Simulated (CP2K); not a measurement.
Two runs for the O K edge of 3-nitrosopyridine. Run A: CP2K XAS_TDP, all-electron GAPW, PBEh(45%), aug-cc-pVDZ, TDA, no relativity. Run B differs in one setting.

First lines with a strength over 0.0015. A:

```csv
atom,energy (eV),states,"strength, one atom"
O1 (bonded to N),525.60,1,0.0501
,534.77,2,0.0018
,534.92,1,0.0018
,535.58,1,0.0204
,536.04,1,0.0039
```

B:

```csv
atom,energy (eV),states,"strength, one atom"
O1 (bonded to N),530.43,1,0.0496
,539.60,2,0.0017
,539.75,1,0.0018
,540.41,1,0.0202
,540.87,1,0.0038
```

Q: Which was it: the functional, GW2X switched on, scalar relativity switched on, the basis?

GW2X switched on. GW2X shifts an atom's lines together and keeps their spacings. Against PBEh(45%) in aug-cc-pVDZ, the leading line moves by +4.83 eV, to 530.43 eV.

[Banner, clock and machine lines of the logs are left out without a mark of their own.]

[Logs are printed without paths, hosts, clocks, repeated set-up lines and the standing remarks that a program may print on its own settings, such as how far it seeks lower states.]

[Hosts, paths, dates, database ids (printed as entryN), source tags and the programs' standing remarks are cut or masked in the printed files.]
